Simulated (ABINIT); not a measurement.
## FeAs2 (Lollingite): a self-consistent loop beyond G0W0, cycle by cycle

Wanted: G0W0 and self-consistent gaps of FeAs2 (Lollingite), with the cost of the cycles.

Calculated with ABINIT 10.8.3; LDA and many-body steps on it, plane waves.

**The experiments to reproduce.**

- Gap 200 meV: transport activation gap from resistivity above 200 K; electrical resistivity, thermal activation fit; bulk crystal (single crystal grown by chemical vapor transport) (“Highly Dispersive Electron Relaxation and Colossal Thermoelectricity in the Correlated Semiconductor FeSb2”, 2013, arxiv:1309.3048).

## (1) Starting point

It takes space group Pnnm (No. 58, orthorhombic). Conventional cell: a = 5.301 Å, b = 5.986 Å, c = 2.882 Å, α = 90.00°, β = 90.00°, γ = 90.00°. Nearest to Fe lie 6 As at 2.36 to 2.39 Å. Nearest to As lie 3 Fe at 2.36 to 2.39 Å and 1 As at 2.49 Å. Farther neighbours are not listed.

As a file:

```cif
data_structure
_symmetry_space_group_name_H-M 'Pnnm'
_symmetry_Int_Tables_number 58
_cell_length_a 5.3012
_cell_length_b 5.9858
_cell_length_c 2.8822
_cell_angle_alpha 90.000
_cell_angle_beta 90.000
_cell_angle_gamma 90.000
_cell_volume 91.46
loop_
_atom_site_label
_atom_site_type_symbol
_atom_site_symmetry_multiplicity
_atom_site_Wyckoff_symbol
_atom_site_fract_x
_atom_site_fract_y
_atom_site_fract_z
_atom_site_occupancy
Fe1 Fe 2 a 0.00000 0.00000 0.00000 1
As1 As 4 g 0.17630 0.36240 0.00000 1
```

The cell and positions come from the Crystallography Open Database and are kept as given unless a step says otherwise.

## (2) Empty states on the mesh, 2×2×4 mesh, 134 bands

This step: ABINIT 10.8.3; DFT, LDA, plane waves, norm-conserving pseudopotentials.

The sums over transitions need many empty states on a uniform mesh; this step solves for them.

Contents of run.abi:

```
acell 3*1.0 Angstrom
rprim 
  5.301200000000 0.000000000000 0.000000000000
  0.000000000000 5.985800000000 0.000000000000
  0.000000000000 0.000000000000 2.882200000000
ntypat 2
znucl 26 33
natom 6
typat 1 1 2 2 2 2
xred 
  0.000000000000 0.000000000000 -0.000000000000
  0.500000000000 0.500000000000 0.500000000000
  0.176300000000 0.362400000000 -0.000000000000
  0.823700000000 0.637600000000 -0.000000000000
  0.676300000000 0.137600000000 0.500000000000
  0.323700000000 0.862400000000 0.500000000000
pp_dirpath "pseudos"
pseudos "Fe.upf, As.upf"
ecut 65
ngkpt 2 2 4
nshiftk 1
shiftk 0 0 0
kptopt 1
chksymbreak 0
iscf -2
irdden 1
istwfk *1
nband 134
nbdbuf 12
tolwfr 1e-09
nstep 60
prtvol 0
indata_prefix "in"
outdata_prefix "out"
tmpdata_prefix "tmp"
```

Run with:

```console
$ OMP_NUM_THREADS=1 mpirun -n 4 abinit run.abi > log
```

Numbers of over 12 decimals in the logs are rounded to 6 here.

Output:

```text
.Version 10.8.3 of ABINIT. v10.8.2 released Aug 2026.

 Symmetries : space group Pn n m (# 58); Bravais oP (primitive ortho.)
[... echo of the input left out ...]
== DATASET  1 ==================================================================
-   mpi_nproc: 4, omp_nthreads: 1 (-1 if OMP is not activated)

--- !DatasetInfo
iteration_state: {dtset: 1, }
dimensions: {natom: 6, nkpt: 12, mband: 134, nsppol: 1, nspinor: 1, nspden: 1, mpw: 15496, }
cutoff_energies: {ecut:  65.0, pawecutdg:  -1.0, }
[...]
1.45760    1.45922    1.46798    1.47982    1.50745    1.52076    1.54723    1.54957
   1.55491    1.56556    1.58920    1.62837    1.62905    1.63908    1.69243    1.76757
   1.77151    1.78040    1.78765    1.79161    1.80870    1.86533
 prteigrs : prtvol=0 or 1, do not print more k-points.

== END DATASET(S) ==============================================================
================================================================================

 -outvars: echo values of variables after computation  --------
            nband         134
             nkpt          12
          spgroup          58
 [... the other variables as echoed above ...]

 Calculation completed.
```

Wall time 3.7 min (4 MPI ranks of Arm Neoverse V1, shared host); peak memory 0.83 GiB; 15 min of CPU time.

This step gave:

```yaml
gap: 0.2727 eV
k_of_the_valence_top: 0, 0.5, 0.25
k_of_the_conduction_bottom: 0, 0, 0.25
least_direct_gap: 0.5777 eV
k_points_computed: 12
lowest_point_of_the_top_converged_band_above_the_valence_top: 32.81 eV
```

On this mesh the gap is 0.273 eV.

The density comes from a self-consistent run that is not shown.

## (3) Screening, 2×2×4 mesh, 122 bands, screening to 106.1 eV

The RPA dielectric matrix is built and inverted for each q.

This step: RPA screening on LDA, plane waves, norm-conserving pseudopotentials.

run.abi: that of step 2 with these lines changed.

```diff
@@ -24,10 +24,11 @@
 chksymbreak 0
-iscf -2
-irdden 1
 istwfk *1
-nband 134
-nbdbuf 12
-tolwfr 1e-09
-nstep 60
-prtvol 0
+occopt 1
+irdwfk 1
+optdriver 3
+nband 122
+ecuteps 3.9
+inclvkb 2
+awtr 1
+symchi 1
 indata_prefix "in"
```

Output:

```text
.Version 10.8.3 of ABINIT. v10.8.2 released Aug 2026.

 Symmetries : space group Pn n m (# 58); Bravais oP (primitive ortho.)
[... echo of the input left out ...]
== DATASET  1 ==================================================================
-   mpi_nproc: 4, omp_nthreads: 1 (-1 if OMP is not activated)

--- !DatasetInfo
iteration_state: {dtset: 1, }
dimensions: {natom: 6, nkpt: 12, mband: 122, nsppol: 1, nspinor: 1, nspden: 1, mpw: 15496, }
cutoff_energies: {ecut:  65.0, pawecutdg:  -1.0, }
electrons: {nelect:   1.24000000E+02, charge:   0.00000000E+00, occopt:   1.00000000E+00, tsmear:   1.00000000E-02, }

 SCREENING: Calculation of the susceptibility and dielectric matrices

 Based on a program developped by R.W. Godby, V. Olevano, G. Onida, and L. Reining.
 Incorporated in ABINIT by V. Olevano, G.-M. Rignanese, and M. Torrent.
.Using double precision arithmetic ; gwpc =  8

[... cell and pseudopotentials left out ...]
--------------------------------------------------------------------------------

 ==== K-mesh for the wavefunctions ====
 Number of points in the irreducible wedge :    12
[... list of points left out ...]
 Together with  8 symmetry operations and time-reversal symmetry
 yields    16 points in the full Brillouin Zone.

 ==== Q-mesh for the screening function ====
 Number of points in the irreducible wedge :    12
[... list of points left out ...]
 Together with  8 symmetry operations and time-reversal symmetry
 yields    16 points in the full Brillouin Zone.

 setmesh: FFT mesh size selected  =    50x   60x   30
          total number of points  =        90000

 vcoul_init : cutoff-mode = AUXILIARY_FUNCTION
 q-points for optical limit:   1
     1)      0.000010    0.000020    0.000030

- screening: taking advantage of time-reversal symmetry
- Maximum band index for partially occupied states nbvw = 62
- Remaining bands to be divided among processors   nbcw = 60
- Number of bands treated by each node ~15

 Number of electrons calculated from density =  124.0000; Expected =  124.0000
 average of density, n =  0.200911
 r_s =    1.0592
 omega_plasma =   43.2372 [eV]

 calculating chi0 at frequencies [eV] :
  1    0.000000E+00    0.000000E+00
  2    0.000000E+00    4.323723E+01

--------------------------------------------------------------------------------
  q-point number  1        q = ( 0.000000, 0.000000, 0.000000) [r.l.u.]
--------------------------------------------------------------------------------
[... chi0 elements left out ...]
 For q-point:  0.000010 0.000020 0.000030
  dielectric constant =  26.9782
  dielectric constant without local fields =  27.8659

  Average fulfillment of the sum rule on Im[epsilon] for q-point    1 :     22.69  [%]
[... wings left out ...]
  q-point number  2        q = ( 0.500000, 0.000000, 0.000000) [r.l.u.]
--------------------------------------------------------------------------------
[... chi0 elements left out ...]
  Average fulfillment of the sum rule on Im[epsilon] for q-point    2 :     26.00  [%]

 [... 10 further q-points ...]
```

It took 5.5 min on 4 MPI ranks; peak memory 6.6 GiB; 22 min of CPU time.

Numbers from this step:

| Item | Value |
| --- | --- |
| ε∞ with local fields, on this mesh, along the program's q direction | 26.98 |
| the same without local fields | 27.87 |
| plasma frequency | 43.24 eV |
| plane waves in the screening matrix | 227 |

Local fields lower ε∞ by 3 %. On a Γ-centred mesh this coarse the value itself is usually too large, while a short band sum pulls it down.

## (4) G0W0

The self-energy is evaluated for the states that the input lists, and the levels follow from it, in one-shot runs by the linearised quasiparticle equation.

This step: G0W0 on LDA, plane waves, norm-conserving pseudopotentials.

run.abi: that of step 3 with these lines changed.

```diff
@@ -27,8 +27,21 @@
 irdwfk 1
-optdriver 3
+optdriver 4
 nband 122
+gwcalctyp 0
+ecutsigx 65
+symsigma 1
+nkptgw 4
+kptgw 
+  0.0000000000 0.5000000000 0.2500000000
+  0.0000000000 0.0000000000 0.2500000000
+  0.5000000000 0.5000000000 0.5000000000
+  0.0000000000 0.0000000000 0.0000000000
+bdgw 
+  61 64
+  61 64
+  61 64
+  61 64
 ecuteps 3.9
-inclvkb 2
-awtr 1
-symchi 1
+irdscr 1
+ppmodel 1
 indata_prefix "in"
```

Output:

```text
.Version 10.8.3 of ABINIT. v10.8.2 released Aug 2026.

 Symmetries : space group Pn n m (# 58); Bravais oP (primitive ortho.)
[... echo of the input left out ...]
== DATASET  1 ==================================================================
-   mpi_nproc: 4, omp_nthreads: 1 (-1 if OMP is not activated)

--- !DatasetInfo
iteration_state: {dtset: 1, }
dimensions: {natom: 6, nkpt: 12, mband: 122, nsppol: 1, nspinor: 1, nspden: 1, mpw: 15496, }
cutoff_energies: {ecut:  65.0, pawecutdg:  -1.0, }
electrons: {nelect:   1.24000000E+02, charge:   0.00000000E+00, occopt:   1.00000000E+00, tsmear:   1.00000000E-02, }

 SIGMA: Calculation of the GW corrections

 Based on a program developped by R.W. Godby, V. Olevano, G. Onida, and L. Reining.
 Incorporated in ABINIT by V. Olevano, G.-M. Rignanese, and M. Torrent.
.Using double precision arithmetic ; gwpc =  8

[... cell and pseudopotentials left out ...]
--------------------------------------------------------------------------------

 ==== K-mesh for the wavefunctions ====
 Number of points in the irreducible wedge :    12
[... list of points left out ...]
 Together with  8 symmetry operations and time-reversal symmetry
 yields    16 points in the full Brillouin Zone.

 ==== Q-mesh for screening function ====
 Number of points in the irreducible wedge :    12
[... list of points left out ...]
 Together with  8 symmetry operations and time-reversal symmetry
 yields    16 points in the full Brillouin Zone.

 vcoul_init : cutoff-mode = AUXILIARY_FUNCTION
 q-points for optical limit:   1
     1)      0.000010    0.000020    0.000030
 setmesh: FFT mesh size selected  =    90x   96x   48
          total number of points  =       414720

 Number of electrons calculated from density =  124.0000; Expected =  124.0000
 average of density, n =  0.200911
 r_s =    1.0592
 omega_plasma =   43.2372 [eV]

 === KS Band Gaps ===
  >>>> For spin  1
   Minimum direct gap =   0.5776 [eV], located at k-point      :   0.5000  0.5000  0.5000
   Fundamental gap    =   0.2725 [eV], Top of valence bands at :   0.0000  0.5000  0.2500
                                       Bottom of conduction at :   0.0000  0.0000  0.2500
 SIGMA fundamental parameters:
 PLASMON POLE MODEL  1
 number of plane-waves for SigmaX                15443
 number of plane-waves for SigmaC and W            227
 number of plane-waves for wavefunctions         15443
 number of bands                                   122
 number of independent spin polarizations            1
 number of spinorial components                      1
 number of k-points in IBZ                          12
 number of q-points in IBZ                          12
 number of symmetry operations                       8
 number of k-points in BZ                           16
 number of q-points in BZ                           16
 number of frequencies for dSigma/dE                 9
 frequency step for dSigma/dE [eV]                0.25
 number of omega for Sigma on real axis              0
 max omega for Sigma on real axis  [eV]           0.00
 zcut for avoiding poles [eV]                     0.10

 EPSILON^-1 parameters (SCR file):
 dimension of the eps^-1 matrix on file            227
 dimension of the eps^-1 matrix used               227
 number of plane-waves for wavefunctions         15443
 number of bands                                   122
 number of q-points in IBZ                          12
 number of frequencies                               2
 number of real frequencies                          1
 number of imag frequencies                          1

 matrix elements of self-energy operator (all in [eV])

 Perturbative Calculation

--- !SelfEnergy_ee
iteration_state: {dtset: 1, }
kpoint     : [   0.000,    0.500,    0.250, ]
spin       : 1
KS_gap     :    0.788
QP_gap     :    0.949
Delta_QP_KS:    0.160
data: !SigmaeeData |
     Band     E0 <VxcDFT>   SigX SigC(E0)      Z dSigC/dE  Sig(E)    E-E0       E
       61   9.792 -23.904 -26.891   4.397   0.730  -0.369 -22.875   1.029  10.821
       62   9.792 -23.904 -26.891   4.397   0.730  -0.369 -22.875   1.029  10.821
       63  10.580 -24.437 -21.702  -1.105   0.730  -0.370 -23.247   1.190  11.770
       64  10.580 -24.437 -21.702  -1.105   0.730  -0.370 -23.247   1.190  11.770

--- !SelfEnergy_ee
iteration_state: {dtset: 1, }
kpoint     : [   0.000,    0.000,    0.250, ]
spin       : 1
KS_gap     :    0.672
QP_gap     :    0.727
Delta_QP_KS:    0.056
data: !SigmaeeData |
     Band     E0 <VxcDFT>   SigX SigC(E0)      Z dSigC/dE  Sig(E)    E-E0       E
       61   9.230 -24.880 -29.154   5.767   0.714  -0.401 -23.814   1.065  10.295
       62   9.393 -25.937 -27.276   2.970   0.718  -0.393 -24.766   1.170  10.563
[...]
--- !SelfEnergy_ee
iteration_state: {dtset: 1, }
kpoint     : [   0.500,    0.500,    0.500, ]
spin       : 1
KS_gap     :    0.578
QP_gap     :    1.080
Delta_QP_KS:    0.503
data: !SigmaeeData |
     Band     E0 <VxcDFT>   SigX SigC(E0)      Z dSigC/dE  Sig(E)    E-E0       E
[...]
--- !SelfEnergy_ee
iteration_state: {dtset: 1, }
kpoint     : [   0.000,    0.000,    0.000, ]
spin       : 1
KS_gap     :    1.645
QP_gap     :    1.847
Delta_QP_KS:    0.202
data: !SigmaeeData |
     Band     E0 <VxcDFT>   SigX SigC(E0)      Z dSigC/dE  Sig(E)    E-E0       E
[...]
62   9.761 -27.657 -32.576   6.538   0.700  -0.428 -26.523   1.134  10.895
       63  11.406 -27.004 -23.531  -1.633   0.726  -0.377 -25.668   1.336  12.742
       64  12.282 -14.595 -10.086  -3.187   0.804  -0.244 -13.532   1.063  13.345

== END DATASET(S) ==============================================================
================================================================================

 -outvars: echo values of variables after computation  --------
           etotal      0.0000000000E+00
            nband         122
             nkpt          12
          spgroup          58
 [... the other variables as echoed above ...]

 Calculation completed.
```

It took 47 s on 4 MPI ranks; peak memory 6.2 GiB; 3.1 min of CPU time.

Numbers from this step:

- G0W0 gap on the mesh: 0.3960 eV
- starting gap on the mesh: 0.2727 eV
- k of the valence top: 0, 0, 0
- k of the conduction bottom: 0, 0, 0.25
- Z at the valence top: 0.7
- Z at the conduction bottom: 0.721
- least direct G0W0 gap on the computed points: 0.7280 eV

The gap on the mesh goes from 0.27 eV to 0.40 eV, a correction of +0.12 eV.

## (5) evGW0, cycle 1

This step: evGW0 on LDA, plane waves, norm-conserving pseudopotentials.

run.abi: that of step 4 with these lines changed.

```diff
@@ -29,16 +29,32 @@
 nband 122
-gwcalctyp 0
+gwcalctyp 10
 ecutsigx 65
 symsigma 1
-nkptgw 4
+nkptgw 12
 kptgw 
+  0.0000000000 0.0000000000 0.0000000000
+  0.5000000000 0.0000000000 0.0000000000
+  0.0000000000 0.5000000000 0.0000000000
+  0.5000000000 0.5000000000 0.0000000000
+  0.0000000000 0.0000000000 0.2500000000
+  0.5000000000 0.0000000000 0.2500000000
   0.0000000000 0.5000000000 0.2500000000
-  0.0000000000 0.0000000000 0.2500000000
+  0.5000000000 0.5000000000 0.2500000000
+  0.0000000000 0.0000000000 0.5000000000
+  0.5000000000 0.0000000000 0.5000000000
+  0.0000000000 0.5000000000 0.5000000000
   0.5000000000 0.5000000000 0.5000000000
-  0.0000000000 0.0000000000 0.0000000000
 bdgw 
-  61 64
-  61 64
-  61 64
-  61 64
+  45 70
+  45 70
+  45 70
+  45 70
+  45 70
+  45 70
+  45 70
+  45 70
+  45 70
+  45 70
+  45 70
+  45 70
 ecuteps 3.9
```

Output:

```text
.Version 10.8.3 of ABINIT. v10.8.2 released Aug 2026.

 Symmetries : space group Pn n m (# 58); Bravais oP (primitive ortho.)
[... echo of the input left out ...]
== DATASET  1 ==================================================================
-   mpi_nproc: 4, omp_nthreads: 1 (-1 if OMP is not activated)

--- !DatasetInfo
iteration_state: {dtset: 1, }
dimensions: {natom: 6, nkpt: 12, mband: 122, nsppol: 1, nspinor: 1, nspden: 1, mpw: 15496, }
cutoff_energies: {ecut:  65.0, pawecutdg:  -1.0, }
electrons: {nelect:   1.24000000E+02, charge:   0.00000000E+00, occopt:   1.00000000E+00, tsmear:   1.00000000E-02, }

 SIGMA: Calculation of the GW corrections

 Based on a program developped by R.W. Godby, V. Olevano, G. Onida, and L. Reining.
 Incorporated in ABINIT by V. Olevano, G.-M. Rignanese, and M. Torrent.
.Using double precision arithmetic ; gwpc =  8

[... cell and pseudopotentials left out ...]
--------------------------------------------------------------------------------

 ==== K-mesh for the wavefunctions ====
 Number of points in the irreducible wedge :    12
[... list of points left out ...]
 Together with  8 symmetry operations and time-reversal symmetry
 yields    16 points in the full Brillouin Zone.

 ==== Q-mesh for screening function ====
 Number of points in the irreducible wedge :    12
[... list of points left out ...]
 Together with  8 symmetry operations and time-reversal symmetry
 yields    16 points in the full Brillouin Zone.

 vcoul_init : cutoff-mode = AUXILIARY_FUNCTION
 q-points for optical limit:   1
     1)      0.000010    0.000020    0.000030
 setmesh: FFT mesh size selected  =    90x   96x   48
          total number of points  =       414720

 Number of electrons calculated from density =  124.0000; Expected =  124.0000
[...]
spin       : 1
KS_gap     :    0.881
QP_gap     :    1.627
Delta_QP_KS:    0.746
data: !SigmaeeData |
     Band     E_DFT   <VxcDFT>   E(N-1)  <Hhartree>   SigX  SigC[E(N-1)]    Z     dSigC/dE  Sig[E(N)]  DeltaE  E(N)_pert E(N)_diago
[...]
--- !SelfEnergy_ee
iteration_state: {dtset: 1, }
kpoint     : [   0.500,    0.500,    0.500, ]
spin       : 1
KS_gap     :    0.578
QP_gap     :    1.080
Delta_QP_KS:    0.503
data: !SigmaeeData |
     Band     E_DFT   <VxcDFT>   E(N-1)  <Hhartree>   SigX  SigC[E(N-1)]    Z     dSigC/dE  Sig[E(N)]  DeltaE  E(N)_pert E(N)_diago
[...]
69    13.722   -22.184    13.722    35.906   -17.086    -3.489     0.756    -0.323   -20.968     1.216    14.938    15.331
       70    13.722   -22.184    13.722    35.906   -17.086    -3.489     0.756    -0.323   -20.968     1.216    14.938    15.331

 New Fermi energy :        4.253113E-01 Ha ,    1.157331E+01 eV

 === QP Band Gaps ===
  >>>> For spin  1
   Minimum direct gap =   0.7428 [eV], located at k-point      :   0.0000  0.0000  0.2500
   Fundamental gap    =   0.3860 [eV], Top of valence bands at :   0.0000  0.0000  0.0000
                                       Bottom of conduction at :   0.0000  0.0000  0.2500

 writing QP data on file : out_QPS

 Convergence of QP corrections
 >>>>> For spin  1 <<<<<
.  kptgw no:  1; Maximum DeltaE = (   0.000   0.000) for band index: 25
.  kptgw no:  2; Maximum DeltaE = (   0.640   0.002) for band index: 26
.  kptgw no:  3; Maximum DeltaE = (   0.738   0.002) for band index: 25
[...]
.  kptgw no: 11; Maximum DeltaE = (   0.513   0.005) for band index: 21
.  kptgw no: 12; Maximum DeltaE = (   0.482  -0.027) for band index: 20

== END DATASET(S) ==============================================================
================================================================================

 -outvars: echo values of variables after computation  --------
           etotal      0.0000000000E+00
            nband         122
             nkpt          12
          spgroup          58
 [... the other variables as echoed above ...]

 Calculation completed.
```

Run time: 12 min. Hardware: 4 MPI ranks; peak memory 13 GiB; 49 min of CPU time.

This step gave:

```yaml
quasiparticle_gap_on_the_mesh: 0.3860 eV
gap_of_the_density_functional_on_the_mesh: 0.2727 eV
k_of_the_valence_top: 0, 0, 0
k_of_the_conduction_bottom: 0, 0, 0.25
z_at_the_valence_top: 0.7
z_at_the_conduction_bottom: 0.721
least_direct_quasiparticle_gap_on_the_computed_points: 0.7420 eV
```

Against G0W0 in ABINIT (2×2×4 mesh, 122 bands, screening to 106.1 eV, Godby-Needs plasmon pole), the gap moves by −0.010 eV. This first cycle still uses the starting levels; it takes the full correction, at all points of the mesh, and its linearised value is 0.396 eV.

(Part 1 of 3 ends here.)

[Paths, hosts, dates, memory and timing lines, banners, echoed tables and standing remarks are left out of the program output.]

[Logs are printed without paths, hosts, clocks, repeated set-up lines and the standing remarks that a program may print on its own settings, such as how far it seeks lower states.]

[Runs of the session that timed out or met a known fault of the program may be left out.]

[Hosts, paths, dates, database ids (printed as entryN), source tags and the programs' standing remarks are cut or masked in the printed files.]

[G0W0 gaps are taken among the corrected bands and points alone; a level outside them can change the order at an edge.]

[Where Ansatz stands beside ABINIT at settings called matched, ABINIT's density can come from a denser mesh and the files from another edition; pairs whose starting gaps differed by over 0.03 eV were left out, so agreement reads better than it is.]
